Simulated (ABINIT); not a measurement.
## InGeH3 (Pm-3m): zone-centre phonons

Which modes does InGeH3 (Pm-3m) have at the zone centre?

Main program and level: ABINIT 10.8.3; DFT LDA, scalar-relativistic, plane waves, HGH norm-conserving pseudopotentials.

The structure was built from a prototype and need not be the compound's stable phase.

## 1. Set-up

Symmetry: Pm-3m, No. 221, cubic system. Conventional cell: a = 4.410 Å, b = 4.410 Å, c = 4.410 Å, α = 90.00°, β = 90.00°, γ = 90.00°. In has 12 H at 3.12 Å nearest. Ge has 6 H at 2.20 Å nearest. Nearest to H lie 2 Ge at 2.20 Å. Farther neighbours are not listed.

## 2. A first look

A first run with smearing and empty bands tells whether the crystal has a gap, which decides between fixed occupations and smearing later on.

Input file probe.abi:

```
# ground state
tolvrs 1.0d-08
prtden 1
prtwf 1

# basis, mesh and filling
ecut 35.0
ixc 7
ngkpt 4 4 4
nshiftk 1
shiftk 0.0 0.0 0.0
istwfk *1
occopt 7
tsmear 0.005
nband 11
nstep 100
diemac 9.0
prtebands 0
prtgsr 0

# cell and atoms
acell 3*1.0 Angstrom
rprim 
    4.41 0.0 0.0
    0.0 4.41 0.0
    0.0 0.0 4.41
ntypat 3
znucl 49 32 1
natom 5
typat 1 2 3 3 3
xred 
    0.0 0.0 0.0
    0.5 0.5 0.5
    0.5 0.5 0.0
    0.5 0.0 0.5
    0.0 0.5 0.5
pp_dirpath "./pseudo"
pseudos "In.hgh, Ge.hgh, H.hgh"
```

On the command line:

```bash
OMP_NUM_THREADS=1 mpirun -n 2 abinit probe.abi > probe.log
```

Numbers of over 12 decimals in the logs are rounded to 6 here.

probe.abo, the main output file:

```text
[banners, grids, parts of the stress and lines that vanish by symmetry left out]
- input  file    -> probe.abi
- output file    -> probe.abo
- root for input  files -> probei
[...]
Symmetries : space group Pm -3 m (#221); Bravais cP (primitive cubic)
[...]
mpw =        5832          nfft =      110592          nkpt =          10
[...]
== DATASET  1 ==================================================================
[...]
cutoff_energies: {ecut:  35.0, pawecutdg:  -1.0, }
[...]
Exchange-correlation functional for the present dataset will be:
  LDA: Perdew-Wang 92 LSD fit to Ceperley-Alder data - ixc=7
[...]
ETOT  1  -7.599235    -7.599E+00 7.220E-03 4.478E+02
 ETOT  2  -7.641536    -4.230E-02 3.588E-03 1.701E+00
 ETOT  3  -7.641591    -5.487E-05 8.131E-05 1.308E-01
 ETOT  4  -7.641599    -7.384E-06 1.105E-05 1.161E-03
 ETOT  5  -7.641599    -2.046E-07 3.270E-06 9.813E-05
 ETOT  6  -7.641599    -1.457E-08 1.948E-06 4.130E-07
 ETOT  7  -7.641599    -6.280E-11 2.213E-07 7.200E-09
 At SCF step    7       vres2   =  7.20E-09 < tolvrs=  1.00E-08 =>converged.
[...]
sigma(1 1)=  2.95802381E-04  sigma(3 2)=  0.00000000E+00
  sigma(2 2)=  2.95802381E-04  sigma(3 1)=  0.00000000E+00
  sigma(3 3)=  2.95802381E-04  sigma(2 1)=  0.00000000E+00
[...]
convergence: {deltae: -6.280E-11, res2:  7.200E-09, residm:  2.213E-07, diffor: null, }
etotal    :  -7.64159875E+00
[...]
sigma(1 1)=  2.95802381E-04  sigma(3 2)=  0.00000000E+00
  sigma(2 2)=  2.95802381E-04  sigma(3 1)=  0.00000000E+00
  sigma(3 3)=  2.95802381E-04  sigma(2 1)=  0.00000000E+00
[...]
- sigma(1 1)=  8.70280652E+00  sigma(3 2)=  0.00000000E+00
- sigma(2 2)=  8.70280652E+00  sigma(3 1)=  0.00000000E+00
- sigma(3 3)=  8.70280652E+00  sigma(2 1)=  0.00000000E+00
[...]
fcart     -0.0000000000E+00 -0.0000000000E+00 -0.0000000000E+00
           strten      2.9580238142E-04  2.9580238142E-04  2.9580238142E-04
================================================================================

[key lines of the parts left out:]
pressure_GPa:  -8.7028E+00
```

Elapsed: 7.2 s, on 2 MPI ranks of Arm Neoverse V1, shared host; 14 s of CPU time.

Numbers from this step:

```yaml
volume_per_atom: 17.15 Å³
pressure: -8.703 GPa
gap_on_the_k_mesh: 0 eV
```

No gap opens on this mesh, so smearing is kept; the printed pressure holds the stress of the finite basis too.

## 3. Rough relaxation

The typed start is rough, so a first relaxation with smearing and loose thresholds takes it towards rest cheaply.

Input file prerelax.abi:

```
# relaxation
ionmov 2
optcell 2
dilatmx 1.15
chkdilatmx 0
ntime 40
tolmxf 3.0d-04
tolvrs 1.0d-10
prtwf 0
prtden 0
chksymtnons 0

# basis, mesh and filling
ecut 35.0
ecutsm 3.0
ixc 7
ngkpt 4 4 4
nshiftk 1
shiftk 0.0 0.0 0.0
istwfk *1
occopt 7
tsmear 0.005
nband 11
nstep 100
diemac 1000000.0
prtebands 0
prtgsr 0

# cell and atoms
acell 3*1.0 Angstrom
rprim 
    4.41 0.0 0.0
    0.0 4.41 0.0
    0.0 0.0 4.41
ntypat 3
znucl 49 32 1
natom 5
typat 1 2 3 3 3
xred 
    0.0 0.0 0.0
    0.5 0.5 0.5
    0.5 0.5 0.0
    0.5 0.0 0.5
    0.0 0.5 0.5
pp_dirpath "./pseudo"
pseudos "In.hgh, Ge.hgh, H.hgh"
```

On the command line:

```bash
OMP_NUM_THREADS=1 mpirun -n 2 abinit prerelax.abi > prerelax.log
```

prerelax.abo, the main output file:

```text
[banners, grids, parts of the stress and lines that vanish by symmetry left out]
- input  file    -> prerelax.abi
- output file    -> prerelax.abo
- root for input  files -> prerelaxi
[...]
Symmetries : space group Pm -3 m (#221); Bravais cP (primitive cubic)
[...]
mpw =        8744          nfft =      157464          nkpt =          10
[...]
== DATASET  1 ==================================================================
[...]
cutoff_energies: {ecut:  35.0, pawecutdg:  -1.0, }
[...]
Exchange-correlation functional for the present dataset will be:
  LDA: Perdew-Wang 92 LSD fit to Ceperley-Alder data - ixc=7
[...]
ETOT  1  -7.600964    -7.601E+00 1.086E-02 6.366E+02
 ETOT  2  -7.640086    -3.912E-02 4.386E-04 2.251E+01
 ETOT  3  -7.641178    -1.092E-03 1.653E-04 2.932E-01
 ETOT  4  -7.641194    -1.585E-05 3.890E-05 8.598E-02
 ETOT  5  -7.641201    -7.277E-06 1.115E-05 1.516E-03
[...]
ETOT  6  -7.682193    -2.327E-13 6.897E-14 1.064E-11
 At SCF step    6       vres2   =  1.06E-11 < tolvrs=  1.00E-10 =>converged.
[...]
sigma(1 1)=  1.82640763E-07  sigma(3 2)=  0.00000000E+00
  sigma(2 2)=  1.82640763E-07  sigma(3 1)=  0.00000000E+00
  sigma(3 3)=  1.82640763E-07  sigma(2 1)=  0.00000000E+00
[...]
convergence: {deltae: -2.327E-13, res2:  1.064E-11, residm:  6.897E-14, diffor: null, }
etotal    :  -7.68219273E+00
[...]
At Broyd/MD step   8, gradients are converged :
[...]
sigma(1 1)=  1.82640763E-07  sigma(3 2)=  0.00000000E+00
  sigma(2 2)=  1.82640763E-07  sigma(3 1)=  0.00000000E+00
  sigma(3 3)=  1.82640763E-07  sigma(2 1)=  0.00000000E+00
[...]
- sigma(1 1)=  5.37347678E-03  sigma(3 2)=  0.00000000E+00
- sigma(2 2)=  5.37347678E-03  sigma(3 1)=  0.00000000E+00
- sigma(3 3)=  5.37347678E-03  sigma(2 1)=  0.00000000E+00
[...]
fcart     -0.0000000000E+00 -0.0000000000E+00 -0.0000000000E+00
           strten      1.8264076346E-07  1.8264076346E-07  1.8264076346E-07
================================================================================

[key lines of the parts left out:]
pressure_GPa:  -5.3735E-03
Total energy (etotal) [Ha]= -7.68219272666952E+00
```

Elapsed: 93 s, on 2 MPI ranks.

The steps of the relaxation:

```
step  energy less that of the first step (eV)  largest force (eV/Å)  volume (Å³)
   1                                   0.0000                0.0000        85.77
   2                                  -0.1129                0.0000        83.59
   3                                  -0.1311                0.0000        43.23
   4                                  -0.9257                0.0000        66.42
   5                                  -1.0901                0.0000        60.15
   6                                  -1.1098                0.0000        55.93
   7                                  -1.1154                0.0000        57.36
   8                                  -1.1154                0.0000        57.21
```

```
     cell as run  before  after   change
           a (Å)   4.410  3.853  -12.6 %
           b (Å)   4.410  3.853  -12.6 %
           c (Å)   4.410  3.853  -12.6 %
volume (Å³/atom)   17.15  11.44  -33.3 %
```

Final coordinates:

```
In Ge H
1.0
     3.85325    0.00000    0.00000
     0.00000    3.85325    0.00000
     0.00000    0.00000    3.85325
In Ge H
1 1 3
Direct
  0.00000 0.00000 0.00000
  0.50000 0.50000 0.50000
  0.50000 0.50000 0.00000
  0.50000 0.00000 0.50000
  0.00000 0.50000 0.50000
```

Numbers from this step:

```yaml
volume_per_atom: 11.44 Å³
pressure: -0.005373 GPa
```

The volume changes by -33.3 % in this run and stands -33.3 % from the first cell.

## 4. Rough relaxation

The cell changed much, so the rough relaxation is repeated on a basis made for the new cell.

Edit prerelax.abi of step 3 so:

```diff
@@ -31,5 +31,5 @@
 rprim 
-    4.41 0.0 0.0
-    0.0 4.41 0.0
-    0.0 0.0 4.41
+    3.853251894 0.0 0.0
+    0.0 3.853251894 0.0
+    0.0 0.0 3.853251894
 ntypat 3
```

prerelax.abo, the main output file:

```text
[banners, grids, parts of the stress and lines that vanish by symmetry left out]
- input  file    -> prerelax.abi
- output file    -> prerelax.abo
- root for input  files -> prerelaxi
[...]
Symmetries : space group Pm -3 m (#221); Bravais cP (primitive cubic)
[...]
mpw =        5846          nfft =      110592          nkpt =          10
[...]
== DATASET  1 ==================================================================
[...]
cutoff_energies: {ecut:  35.0, pawecutdg:  -1.0, }
[...]
Exchange-correlation functional for the present dataset will be:
  LDA: Perdew-Wang 92 LSD fit to Ceperley-Alder data - ixc=7
[...]
ETOT  1  -7.639453    -7.639E+00 1.566E-02 4.875E+02
 ETOT  2  -7.682057    -4.260E-02 1.514E-04 2.694E+00
 ETOT  3  -7.682188    -1.307E-04 2.163E-05 1.447E-01
 ETOT  4  -7.682192    -4.379E-06 1.492E-05 6.468E-03
 ETOT  5  -7.682193    -3.518E-07 2.338E-05 2.107E-05
 ETOT  6  -7.682193    -1.689E-09 1.784E-05 1.192E-06
 ETOT  7  -7.682193    -7.617E-11 2.453E-05 5.719E-09
 ETOT  8  -7.682193     4.352E-14 1.783E-05 1.048E-10
 ETOT  9  -7.682193    -3.260E-13 2.287E-05 1.797E-13
 At SCF step    9       vres2   =  1.80E-13 < tolvrs=  1.00E-10 =>converged.
[...]
sigma(1 1)=  1.82610440E-07  sigma(3 2)=  0.00000000E+00
  sigma(2 2)=  1.82610440E-07  sigma(3 1)=  0.00000000E+00
  sigma(3 3)=  1.82610440E-07  sigma(2 1)=  0.00000000E+00
[...]
convergence: {deltae: -3.260E-13, res2:  1.797E-13, residm:  2.287E-05, diffor: null, }
etotal    :  -7.68219273E+00
[...]
At Broyd/MD step   1, gradients are converged :
[...]
sigma(1 1)=  1.82610440E-07  sigma(3 2)=  0.00000000E+00
  sigma(2 2)=  1.82610440E-07  sigma(3 1)=  0.00000000E+00
  sigma(3 3)=  1.82610440E-07  sigma(2 1)=  0.00000000E+00
[...]
- sigma(1 1)=  5.37258462E-03  sigma(3 2)=  0.00000000E+00
- sigma(2 2)=  5.37258462E-03  sigma(3 1)=  0.00000000E+00
- sigma(3 3)=  5.37258462E-03  sigma(2 1)=  0.00000000E+00
[...]
fcart     -0.0000000000E+00 -0.0000000000E+00 -0.0000000000E+00
           strten      1.8261043965E-07  1.8261043965E-07  1.8261043965E-07
================================================================================

[key lines of the parts left out:]
pressure_GPa:  -5.3726E-03
Total energy (etotal) [Ha]= -7.68219272665609E+00
```

It took 8.4 s on 2 MPI ranks; 17 s of CPU time.

Little changed from the start: no atom moved by 0.005 Å and no cell edge by 0.1 %.

The volume changes by +0.0 % in this run and stands -33.3 % from the first cell.

## 5. Relaxing the cell and atoms

The harmonic expansion needs vanishing forces, and a free crystal bears no stress, so cell and atoms are brought to rest. Stress is more sensitive to the basis than forces are: the last 3 Ha under the cutoff are smoothed with ecutsm, and the cutoff is raised above that of the later runs.

Input file relax.abi:

```
# relaxation
ionmov 2
optcell 2
dilatmx 1.08
ntime 40
tolmxf 1.0d-05
tolvrs 1.0d-14
prtwf 0
prtden 0
chksymtnons 0

# basis, mesh and filling
ecut 43.0
ecutsm 3.0
ixc 7
ngkpt 6 6 6
nshiftk 1
shiftk 0.0 0.0 0.0
istwfk *1
occopt 3
tsmear 0.01
nband 11
nstep 100
diemac 1000000.0
prtebands 0
prtgsr 0

# cell and atoms
acell 3*1.0 Angstrom
rprim 
    3.853251897 0.0 0.0
    0.0 3.853251897 0.0
    0.0 0.0 3.853251897
ntypat 3
znucl 49 32 1
natom 5
typat 1 2 3 3 3
xred 
    0.0 0.0 0.0
    0.5 0.5 0.5
    0.5 0.5 0.0
    0.5 0.0 0.5
    0.0 0.5 0.5
pp_dirpath "./pseudo"
pseudos "In.hgh, Ge.hgh, H.hgh"
```

On the command line:

```bash
OMP_NUM_THREADS=1 mpirun -n 2 abinit relax.abi > relax.log
```

relax.abo, the main output file:

```text
[banners, grids, parts of the stress and lines that vanish by symmetry left out]
- input  file    -> relax.abi
- output file    -> relax.abo
- root for input  files -> relaxi
[...]
Symmetries : space group Pm -3 m (#221); Bravais cP (primitive cubic)
[...]
mpw =        6619          nfft =      110592          nkpt =          20
[...]
== DATASET  1 ==================================================================
[...]
cutoff_energies: {ecut:  43.0, pawecutdg:  -1.0, }
[...]
Exchange-correlation functional for the present dataset will be:
  LDA: Perdew-Wang 92 LSD fit to Ceperley-Alder data - ixc=7
[...]
ETOT  1  -7.653608    -7.654E+00 1.608E-02 4.642E+02
 ETOT  2  -7.698641    -4.503E-02 1.618E-03 2.625E+00
 ETOT  3  -7.698704    -6.293E-05 3.283E-04 1.759E-01
 ETOT  4  -7.698711    -6.784E-06 6.361E-05 1.692E-03
 ETOT  5  -7.698711    -9.442E-08 5.018E-05 5.393E-06
[...]
At SCF step   10       vres2   =  9.00E-16 < tolvrs=  1.00E-14 =>converged.
[...]
sigma(1 1)=  1.86108156E-05  sigma(3 2)=  0.00000000E+00
  sigma(2 2)=  1.86108156E-05  sigma(3 1)=  0.00000000E+00
  sigma(3 3)=  1.86108156E-05  sigma(2 1)=  0.00000000E+00
[...]
convergence: {deltae: -1.315E-13, res2:  9.000E-16, residm:  4.826E-06, diffor: null, }
etotal    :  -7.69871081E+00
[...]
ETOT  1  -7.698720    -7.699E+00 1.950E-02 2.173E-02
[...]
At SCF step    8       vres2   =  1.46E-16 < tolvrs=  1.00E-14 =>converged.
[...]
sigma(1 1)=  1.57192049E-05  sigma(3 2)=  0.00000000E+00
  sigma(2 2)=  1.57192049E-05  sigma(3 1)=  0.00000000E+00
  sigma(3 3)=  1.57192049E-05  sigma(2 1)=  0.00000000E+00
[...]
convergence: {deltae: -3.819E-13, res2:  1.464E-16, residm:  3.029E-06, diffor: null, }
etotal    :  -7.69872191E+00
[...]
ETOT  1  -7.698699    -7.699E+00 8.860E-04 6.243E-01
[...]
At SCF step    8       vres2   =  3.86E-15 < tolvrs=  1.00E-14 =>converged.
[...]
sigma(1 1)= -2.44777836E-07  sigma(3 2)=  0.00000000E+00
  sigma(2 2)= -2.44777836E-07  sigma(3 1)=  0.00000000E+00
  sigma(3 3)= -2.44777836E-07  sigma(2 1)=  0.00000000E+00
[...]
convergence: {deltae: -5.311E-13, res2:  3.863E-15, residm:  6.983E-09, diffor: null, }
etotal    :  -7.69874893E+00
[...]
ETOT  1  -7.698749    -7.699E+00 4.662E-09 1.459E-04
[...]
ETOT  6  -7.698749    -5.258E-13 1.326E-09 2.327E-14
 ETOT  7  -7.698749     1.821E-13 4.733E-09 1.950E-16
 At SCF step    7       vres2   =  1.95E-16 < tolvrs=  1.00E-14 =>converged.
[...]
sigma(1 1)=  3.28073146E-09  sigma(3 2)=  0.00000000E+00
  sigma(2 2)=  3.28073146E-09  sigma(3 1)=  0.00000000E+00
  sigma(3 3)=  3.28073146E-09  sigma(2 1)=  0.00000000E+00
[...]
convergence: {deltae:  1.821E-13, res2:  1.950E-16, residm:  4.733E-09, diffor: null, }
etotal    :  -7.69874893E+00
[...]
At Broyd/MD step   4, gradients are converged :
[...]
sigma(1 1)=  3.28073146E-09  sigma(3 2)=  0.00000000E+00
  sigma(2 2)=  3.28073146E-09  sigma(3 1)=  0.00000000E+00
  sigma(3 3)=  3.28073146E-09  sigma(2 1)=  0.00000000E+00
[...]
- sigma(1 1)=  9.65224521E-05  sigma(3 2)=  0.00000000E+00
- sigma(2 2)=  9.65224520E-05  sigma(3 1)=  0.00000000E+00
- sigma(3 3)=  9.65224520E-05  sigma(2 1)=  0.00000000E+00
[...]
fcart     -0.0000000000E+00 -0.0000000000E+00 -0.0000000000E+00
           strten      3.2807314632E-09  3.2807314602E-09  3.2807314610E-09
================================================================================

[key lines of the parts left out:]
pressure_GPa:  -9.6522E-05
Total energy (etotal) [Ha]= -7.69874893449473E+00
```

Wall time 62 s (2 MPI ranks).

Step by step:

```
step  energy less that of the first step (eV)  largest force (eV/Å)  volume (Å³)
   1                                   0.0000                0.0000        57.21
   2                                  -0.0003                0.0000        57.12
   3                                  -0.0010                0.0000        56.60
   4                                  -0.0010                0.0000        56.61
```

```
conventional cell, symmetrised  before  after  change
                         a (Å)   3.853  3.840  -0.4 %
                         b (Å)   3.853  3.840  -0.4 %
                         c (Å)   3.853  3.840  -0.4 %
              volume (Å³/atom)   11.44  11.32  -1.1 %
```

Numbers from this step:

- volume per atom: 11.32 Å³
- pressure: -9.65e-5 GPa

The volume changes by -1.1 % in this run and stands -34.0 % from the first cell.

## 6. Self-consistent run for the response

First-order wavefunctions inherit every error of the ground state, hence the very tight tolvrs. Smearing stays on, as the first look found no gap above 0.3 eV.

Input file gs.abi:

```
# ground state
tolvrs 1.0d-16
prtden 1
prtwf 1

# basis, mesh and filling
ecut 35.0
ixc 7
ngkpt 6 6 6
nshiftk 1
shiftk 0.0 0.0 0.0
istwfk *1
occopt 3
tsmear 0.01
nband 11
nstep 100
diemac 1000000.0
prtebands 0
prtgsr 0

# cell and atoms
acell 3*1.0 Angstrom
rprim 
    3.83970612 0.0 0.0
    0.0 3.83970612 0.0
    0.0 0.0 3.83970612
ntypat 3
znucl 49 32 1
natom 5
typat 1 2 3 3 3
xred 
    0.0 0.0 0.0
    0.5 0.5 0.5
    0.5 0.5 0.0
    0.5 0.0 0.5
    0.0 0.5 0.5
pp_dirpath "./pseudo"
pseudos "In.hgh, Ge.hgh, H.hgh"
```

On the command line:

```bash
OMP_NUM_THREADS=1 mpirun -n 2 abinit gs.abi > gs.log
```

gs.abo, the main output file:

```text
[banners, grids, parts of the stress and lines that vanish by symmetry left out]
- input  file    -> gs.abi
- output file    -> gs.abo
- root for input  files -> gsi
[...]
Symmetries : space group Pm -3 m (#221); Bravais cP (primitive cubic)
[...]
mpw =        3840          nfft =       64000          nkpt =          20
[...]
== DATASET  1 ==================================================================
[...]
cutoff_energies: {ecut:  35.0, pawecutdg:  -1.0, }
[...]
Exchange-correlation functional for the present dataset will be:
  LDA: Perdew-Wang 92 LSD fit to Ceperley-Alder data - ixc=7
[...]
ETOT  1  -7.656486    -7.656E+00 1.773E-02 2.720E+02
 ETOT  2  -7.697232    -4.075E-02 7.552E-04 1.261E+00
 ETOT  3  -7.697280    -4.786E-05 1.615E-04 9.695E-02
 ETOT  4  -7.697286    -6.458E-06 3.178E-04 8.601E-04
 ETOT  5  -7.697286    -8.369E-08 2.492E-05 7.861E-06
[...]
ETOT 10  -7.697286     1.954E-14 3.417E-06 2.986E-16
 ETOT 11  -7.697286    -4.086E-14 2.547E-06 2.645E-18
 At SCF step   11       vres2   =  2.65E-18 < tolvrs=  1.00E-16 =>converged.
[...]
sigma(1 1)=  1.64324856E-05  sigma(3 2)=  0.00000000E+00
  sigma(2 2)=  1.64324856E-05  sigma(3 1)=  0.00000000E+00
  sigma(3 3)=  1.64324856E-05  sigma(2 1)=  0.00000000E+00
[...]
convergence: {deltae: -4.086E-14, res2:  2.645E-18, residm:  2.547E-06, diffor: null, }
etotal    :  -7.69728618E+00
[...]
sigma(1 1)=  1.64324856E-05  sigma(3 2)=  0.00000000E+00
  sigma(2 2)=  1.64324856E-05  sigma(3 1)=  0.00000000E+00
  sigma(3 3)=  1.64324856E-05  sigma(2 1)=  0.00000000E+00
[...]
- sigma(1 1)=  4.83460417E-01  sigma(3 2)=  0.00000000E+00
- sigma(2 2)=  4.83460417E-01  sigma(3 1)=  0.00000000E+00
- sigma(3 3)=  4.83460417E-01  sigma(2 1)=  0.00000000E+00
[...]
fcart     -0.0000000000E+00 -0.0000000000E+00 -0.0000000000E+00
           strten      1.6432485563E-05  1.6432485563E-05  1.6432485563E-05
================================================================================

[key lines of the parts left out:]
pressure_GPa:  -4.8346E-01
```

It took 14 s on 2 MPI ranks.

Read from the output:

| Quantity | Value |
| --- | --- |
| pressure | -0.4835 GPa |

The cell stands at -0.48 GPa: the relaxation ran with a smoothed and higher cutoff, and the difference is a stress of the finite basis.

(Part 1 of 3 ends here.)

[Host names and launcher messages were left out of these logs when they were recorded.]

[Logs are printed without paths, hosts, clocks, repeated set-up lines and the standing remarks that a program may print on its own settings, such as how far it seeks lower states.]

[Hosts, paths, dates, database ids (printed as entryN), source tags and the programs' standing remarks are cut or masked in the printed files.]
